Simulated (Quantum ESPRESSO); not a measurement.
# Dielectric function and optical constants of CdF2, part 2 of 3

Wanted: where CdF2 starts to absorb, how strongly, and its refractive index.

Quantum ESPRESSO 7.5; DFT, PBE, plane waves with norm-conserving potentials (PseudoDojo), scalar-relativistic, independent-particle optical response without local fields and without the non-local commutator.

So far. Step 2 (Ground state): There is a gap, 3.18 eV on this mesh (points off the mesh can give less), so no carriers' term is needed.

### 3. Ground state with the final occupations

Level of this step: DFT, PBE, plane waves with norm-conserving potentials (PseudoDojo), scalar-relativistic, ground state (Quantum ESPRESSO).

With the gap or the metal settled, the ground state is repeated with the fitting occupations, and the later steps take its density.

Input file scf.in:

```
&control
  calculation = 'scf'
  prefix = 'x'
  outdir = './tmp'
  pseudo_dir = './'
  verbosity = 'high'
/
&system
  ibrav = 0
  nat = 3
  ntyp = 2
  ecutwfc = 90
  occupations = 'fixed'
/
&electrons
  conv_thr = 1e-09
  electron_maxstep = 100
/
ATOMIC_SPECIES
  Cd 1.0 Cd.upf
  F 1.0 F.upf
CELL_PARAMETERS angstrom
  0.000000000000 2.694000000000 2.694000000000
  2.694000000000 0.000000000000 2.694000000000
  2.694000000000 2.694000000000 0.000000000000
ATOMIC_POSITIONS crystal
  Cd 0.000000000000 0.000000000000 0.000000000000
  F 0.750000000000 0.750000000000 0.750000000000
  F 0.250000000000 0.250000000000 0.250000000000
K_POINTS automatic
  7 7 7 0 0 0
```

On the command line:

```sh
> mpirun -n 4 pw.x -nk 4 -in scf.in
```

Log:

```text
[banner, memory and clock lines left out]

     using ibrav=0 with symmetry is DISCOURAGED, use correct ibrav instead

     G-vector sticks info

     bravais-lattice index     =            0
     lattice parameter (alat)  =       7.1997  a.u.
     unit-cell volume          =     263.8878 (a.u.)^3
     number of atoms/cell      =            3
     number of atomic types    =            2
     number of electrons       =        34.00
     number of Kohn-Sham states=           17
     kinetic-energy cutoff     =      90.0000  Ry
     charge density cutoff     =     360.0000  Ry
     scf convergence threshold =      1.0E-09
     mixing beta               =       0.7000
     number of iterations used =            8  plain     mixing
     Exchange-correlation= PBE
                           (   1   4   3   4   0   0   0)

     celldm(1)=   7.199651  celldm(2)=   0.000000  celldm(3)=   0.000000
     celldm(4)=   0.000000  celldm(5)=   0.000000  celldm(6)=   0.000000

     crystal axes: (cart. coord. in units of alat)
               a(1) = (   0.000000   0.707107   0.707107 )
               a(2) = (   0.707107   0.000000   0.707107 )
               a(3) = (   0.707107   0.707107   0.000000 )

     reciprocal axes: (cart. coord. in units 2 pi/alat)
               b(1) = ( -0.707107  0.707107  0.707107 )
               b(2) = (  0.707107 -0.707107  0.707107 )
               b(3) = (  0.707107  0.707107 -0.707107 )

     ./Cd.upf
     Pseudo is Norm-conserving + core correction, Zval = 20.0
     Generated using ONCVPSP code by D. R. Hamann
     Using radial grid of 1368 points,  6 beta functions with:
                l(1) =   0
                l(2) =   0
                l(3) =   1
                l(4) =   1
                l(5) =   2
                l(6) =   2

     ./F.upf
     Pseudo is Norm-conserving + core correction, Zval =  7.0
     Generated using ONCVPSP code by D. R. Hamann
     Using radial grid of  832 points,  5 beta functions with:
                l(1) =   0
                l(2) =   0
                l(3) =   1
                l(4) =   1
                l(5) =   2

     atomic species   valence    mass     pseudopotential
     Cd               20.00     1.00000     Cd( 1.00)
     F                 7.00     1.00000     F ( 1.00)

     48 Sym. Ops., with inversion, found

                                    s                        frac. trans.

     [... symmetry matrices left out ...]
   Cartesian axes

     site n.     atom                  positions (alat units)
         1        Cd     tau(   1) = (   0.0000000   0.0000000   0.0000000  )
         2        F      tau(   2) = (   1.0606602   1.0606602   1.0606602  )
         3        F      tau(   3) = (   0.3535534   0.3535534   0.3535534  )

   Crystallographic axes

     site n.     atom                  positions (cryst. coord.)
         1        Cd     tau(   1) = (  0.0000000  0.0000000  0.0000000  )
         2        F      tau(   2) = (  0.7500000  0.7500000  0.7500000  )
         3        F      tau(   3) = (  0.2500000  0.2500000  0.2500000  )

     number of k points=    20
                       cart. coord. in units 2pi/alat
        k(    1) = (   0.0000000   0.0000000   0.0000000), wk =   0.0058309
        k(    2) = (   0.1010153   0.1010153  -0.1010153), wk =   0.0466472
        k(    3) = (   0.2020305   0.2020305  -0.2020305), wk =   0.0466472
        k(    4) = (   0.3030458   0.3030458  -0.3030458), wk =   0.0466472
        k(    5) = (   0.2020305  -0.0000000   0.0000000), wk =   0.0349854
        k(    6) = (   0.3030458   0.1010153  -0.1010153), wk =   0.1399417
        k(    7) = (   0.4040610   0.2020305  -0.2020305), wk =   0.1399417
        k(    8) = (  -0.2020305  -0.4040610   0.4040610), wk =   0.1399417
        k(    9) = (  -0.1010153  -0.3030458   0.3030458), wk =   0.1399417
        k(   10) = (  -0.0000000  -0.2020305   0.2020305), wk =   0.0699708
        k(   11) = (   0.4040610  -0.0000000   0.0000000), wk =   0.0349854
        k(   12) = (   0.5050763   0.1010153  -0.1010153), wk =   0.1399417
        k(   13) = (  -0.1010153  -0.5050763   0.5050763), wk =   0.1399417
        k(   14) = (   0.0000000  -0.4040610   0.4040610), wk =   0.0699708
        k(   15) = (   0.6060915  -0.0000000   0.0000000), wk =   0.0349854
        k(   16) = (  -0.0000000  -0.6060915   0.6060915), wk =   0.0699708
[...]
cryst. coord.
[...]
k(   13) = (  -0.0000000   0.2857143  -0.4285714), wk =   0.1399417
        k(   14) = (   0.0000000   0.2857143  -0.2857143), wk =   0.0699708
        k(   15) = (   0.0000000   0.4285714   0.4285714), wk =   0.0349854
        k(   16) = (   0.0000000   0.4285714  -0.4285714), wk =   0.0699708
        k(   17) = (   0.1428571   0.2857143   0.4285714), wk =   0.1399417
        k(   18) = (   0.1428571   0.2857143  -0.4285714), wk =   0.2798834
        k(   19) = (   0.1428571   0.4285714  -0.4285714), wk =   0.1399417
        k(   20) = (   0.1428571   0.4285714  -0.2857143), wk =   0.1399417

     Dense  grid:    30467 G-vectors     FFT dimensions: (  45,  45,  45)

     Initial potential from superposition of free atoms

     starting charge      33.9997, renormalised to      34.0000
     Starting wfcs are   18 randomized atomic wfcs

     Self-consistent Calculation

     iteration #  1     ecut=    90.00 Ry     beta= 0.70
     Davidson diagonalization with overlap

            60 MiB given to the printing process from OS
            29 MiB allocation reported by mallinfo(arena+hblkhd)
------------------
     ethr =  1.00E-02,  avg # of iterations =  1.4

     total energy              =    -449.20376218 Ry
     estimated scf accuracy    <       0.43589306 Ry

     iteration #  2     ecut=    90.00 Ry     beta= 0.70
     Davidson diagonalization with overlap

            72 MiB given to the printing process from OS
            36 MiB allocation reported by mallinfo(arena+hblkhd)
------------------
     ethr =  1.28E-03,  avg # of iterations =  3.6

     total energy              =    -449.33930912 Ry
     estimated scf accuracy    <       0.44497353 Ry

     iteration #  3     ecut=    90.00 Ry     beta= 0.70
     Davidson diagonalization with overlap

            74 MiB given to the printing process from OS
            37 MiB allocation reported by mallinfo(arena+hblkhd)
------------------
     ethr =  1.28E-03,  avg # of iterations =  2.0

     total energy              =    -449.42172997 Ry
     estimated scf accuracy    <       0.00232903 Ry

     iteration #  4     ecut=    90.00 Ry     beta= 0.70
     Davidson diagonalization with overlap

            75 MiB given to the printing process from OS
            38 MiB allocation reported by mallinfo(arena+hblkhd)
------------------
     ethr =  6.85E-06,  avg # of iterations =  5.3

     total energy              =    -449.42360553 Ry
     estimated scf accuracy    <       0.00161931 Ry

     iteration #  5     ecut=    90.00 Ry     beta= 0.70
     Davidson diagonalization with overlap

            76 MiB given to the printing process from OS
            39 MiB allocation reported by mallinfo(arena+hblkhd)
------------------
     ethr =  4.76E-06,  avg # of iterations =  2.0

     total energy              =    -449.42364437 Ry
     estimated scf accuracy    <       0.00018260 Ry

     iteration #  6     ecut=    90.00 Ry     beta= 0.70
     Davidson diagonalization with overlap

            77 MiB given to the printing process from OS
            40 MiB allocation reported by mallinfo(arena+hblkhd)
------------------
     ethr =  5.37E-07,  avg # of iterations =  4.2

     total energy              =    -449.42371568 Ry
     estimated scf accuracy    <       0.00005336 Ry

     iteration #  7     ecut=    90.00 Ry     beta= 0.70
     Davidson diagonalization with overlap

            78 MiB given to the printing process from OS
            41 MiB allocation reported by mallinfo(arena+hblkhd)
------------------
     ethr =  1.57E-07,  avg # of iterations =  2.0

     total energy              =    -449.42372275 Ry
     estimated scf accuracy    <       0.00000107 Ry

     iteration #  8     ecut=    90.00 Ry     beta= 0.70
     Davidson diagonalization with overlap

            79 MiB given to the printing process from OS
            42 MiB allocation reported by mallinfo(arena+hblkhd)
------------------
     ethr =  3.14E-09,  avg # of iterations =  4.8

     total energy              =    -449.42372338 Ry
     estimated scf accuracy    <       0.00000043 Ry

     iteration #  9     ecut=    90.00 Ry     beta= 0.70
     Davidson diagonalization with overlap

            79 MiB given to the printing process from OS
            43 MiB allocation reported by mallinfo(arena+hblkhd)
------------------
     ethr =  1.26E-09,  avg # of iterations =  2.0

     total energy              =    -449.42372340 Ry
     estimated scf accuracy    <       0.00000004 Ry

     iteration # 10     ecut=    90.00 Ry     beta= 0.70
     Davidson diagonalization with overlap

            80 MiB given to the printing process from OS
            44 MiB allocation reported by mallinfo(arena+hblkhd)
------------------
     ethr =  1.24E-10,  avg # of iterations =  4.2

     total energy              =    -449.42372341 Ry
     estimated scf accuracy    <          3.4E-09 Ry

     iteration # 11     ecut=    90.00 Ry     beta= 0.70
     Davidson diagonalization with overlap

            80 MiB given to the printing process from OS
            44 MiB allocation reported by mallinfo(arena+hblkhd)
------------------
     ethr =  9.92E-12,  avg # of iterations =  2.1

     End of self-consistent calculation

          k = 0.0000 0.0000 0.0000 (  3839 PWs)   bands (ev):

   -91.9122 -53.0081 -53.0081 -53.0081 -14.2017 -13.1008   0.9374   0.9374
     0.9374   2.1373   2.1373   5.5578   5.5578   5.5578   6.0344   6.0344
     6.0344

     occupation numbers
     1.0000   1.0000   1.0000   1.0000   1.0000   1.0000   1.0000   1.0000
     1.0000   1.0000   1.0000   1.0000   1.0000   1.0000   1.0000   1.0000
     1.0000

          k = 0.1010 0.1010-0.1010 (  3780 PWs)   bands (ev):

   -91.9119 -53.0084 -53.0080 -53.0080 -14.1372 -13.1577   1.0127   1.0127
     1.1509   2.1159   2.1159   4.9843   5.4229   5.4229   5.8793   6.0494
     6.0494

     occupation numbers
     1.0000   1.0000   1.0000   1.0000   1.0000   1.0000   1.0000   1.0000
     1.0000   1.0000   1.0000   1.0000   1.0000   1.0000   1.0000   1.0000
     1.0000

          k = 0.2020 0.2020-0.2020 (  3798 PWs)   bands (ev):

   -91.9119 -53.0094 -53.0082 -53.0082 -13.9673 -13.3074   1.1696   1.1696
     1.7026   2.1125   2.1125   4.1885   5.0775   5.0775   5.2169   6.0934
     6.0934

     occupation numbers
     1.0000   1.0000   1.0000   1.0000   1.0000   1.0000   1.0000   1.0000
     1.0000   1.0000   1.0000   1.0000   1.0000   1.0000   1.0000   1.0000
     1.0000

     [... further k points left out ...]

     highest occupied level (ev):     6.4715

!    total energy              =    -449.42372341 Ry
     estimated scf accuracy    <          2.1E-10 Ry

     The total energy is the sum of the following terms:
     one-electron contribution =    -231.74875992 Ry
     hartree contribution      =     131.90706137 Ry
     xc contribution           =     -70.73870546 Ry
     ewald contribution        =    -278.84331940 Ry

     convergence has been achieved in  11 iterations

     XML data file, charge density, pseudopotentials, collected wavefunctions

                                        0.00s GPU  (     224 calls)
```

Wall time 6.5 s (4 MPI ranks of Arm Neoverse V2, shared host); peak memory 0.08 GiB.

### 4. Bands on the whole mesh, 10×10×10

The response needs many more empty bands than the density does.

This step: DFT, PBE, plane waves with norm-conserving potentials (PseudoDojo), scalar-relativistic, bands at fixed density (Quantum ESPRESSO 7.5).

nscf.in, as its differences from scf.in of step 3:

```diff
@@ -1,3 +1,3 @@
 &control
-  calculation = 'scf'
+  calculation = 'nscf'
   prefix = 'x'
@@ -5,3 +5,2 @@
   pseudo_dir = './'
-  verbosity = 'high'
 /
@@ -13,2 +12,5 @@
   occupations = 'fixed'
+  nbnd = 34
+  nosym = .true.
+  noinv = .true.
 /
@@ -17,2 +19,3 @@
   electron_maxstep = 100
+  diago_full_acc = .true.
 /
@@ -30,2 +33,2 @@
 K_POINTS automatic
-  7 7 7 0 0 0
+  10 10 10 0 0 0
```

On the command line:

```sh
> mpirun -n 4 pw.x -nk 4 -in nscf.in
```

Log:

```text
[banner, memory and clock lines left out]

     Atomic positions and unit cell read from directory:

     G-vector sticks info

     bravais-lattice index     =            0
     lattice parameter (alat)  =       7.1997  a.u.
     unit-cell volume          =     263.8878 (a.u.)^3
     number of atoms/cell      =            3
     number of atomic types    =            2
     number of electrons       =        34.00
     number of Kohn-Sham states=           34
     kinetic-energy cutoff     =      90.0000  Ry
     charge density cutoff     =     360.0000  Ry
     Exchange-correlation= PBE
                           (   1   4   3   4   0   0   0)

     celldm(1)=   7.199651  celldm(2)=   0.000000  celldm(3)=   0.000000
     celldm(4)=   0.000000  celldm(5)=   0.000000  celldm(6)=   0.000000

     crystal axes: (cart. coord. in units of alat)
               a(1) = (   0.000000   0.707107   0.707107 )
               a(2) = (   0.707107   0.000000   0.707107 )
               a(3) = (   0.707107   0.707107   0.000000 )

     reciprocal axes: (cart. coord. in units 2 pi/alat)
               b(1) = ( -0.707107  0.707107  0.707107 )
               b(2) = (  0.707107 -0.707107  0.707107 )
               b(3) = (  0.707107  0.707107 -0.707107 )

     ./Cd.upf
     Pseudo is Norm-conserving + core correction, Zval = 20.0
     Generated using ONCVPSP code by D. R. Hamann
     Using radial grid of 1368 points,  6 beta functions with:
                l(1) =   0
                l(2) =   0
                l(3) =   1
                l(4) =   1
                l(5) =   2
                l(6) =   2

     ./F.upf
     Pseudo is Norm-conserving + core correction, Zval =  7.0
     Generated using ONCVPSP code by D. R. Hamann
     Using radial grid of  832 points,  5 beta functions with:
                l(1) =   0
                l(2) =   0
                l(3) =   1
                l(4) =   1
                l(5) =   2

     atomic species   valence    mass     pseudopotential
     Cd               20.00     1.00000     Cd( 1.00)
     F                 7.00     1.00000     F ( 1.00)

     No symmetry found

   Cartesian axes

     site n.     atom                  positions (alat units)
         1        Cd     tau(   1) = (   0.0000000   0.0000000   0.0000000  )
         2        F      tau(   2) = (   1.0606602   1.0606602   1.0606602  )
         3        F      tau(   3) = (   0.3535534   0.3535534   0.3535534  )

     number of k points=  1000

     Number of k-points >= 100: set verbosity='high' to print them.

     Dense  grid:    30467 G-vectors     FFT dimensions: (  45,  45,  45)

     The potential is recalculated from file :

     Starting wfcs are   18 randomized atomic wfcs +   16 random wfcs

     Band Structure Calculation
     Davidson diagonalization with overlap

     ethr =  2.94E-12,  avg # of iterations = 39.4

     End of band structure calculation

     Number of k-points >= 100: set verbosity='high' to print the bands.

     highest occupied, lowest unoccupied level (ev):     6.5226    9.6539

     XML data file, pseudopotentials, collected wavefunctions

                                        0.00s GPU  (   10317 calls)

[... left out ...]
ulation
     Davidson diagonalization with overlap

     ethr =  2.94E-12,  avg # of iterations = 39.4

     End of band structure calculation

     Number of k-points >= 100: set verbosity='high' to print the bands.

     highest occupied, lowest unoccupied level (ev):     6.5226    9.6539

     XML data file, pseudopotentials, collected wavefunctions

                                        0.00s GPU  (   10317 calls)
```

Elapsed: 7.4 min, on 4 MPI ranks; peak memory 0.06 GiB; 29 min of CPU time.

(Continued in part 3 of 3.)

[Machine, clock, banner and «Message from routine» lines are left out of the logs.]

[Logs are printed without paths, hosts, clocks, repeated set-up lines and the standing remarks that a program may print on its own settings, such as how far it seeks lower states.]

[Hosts, paths, dates, database ids (printed as entryN), source tags and the programs' standing remarks are cut or masked in the printed files.]
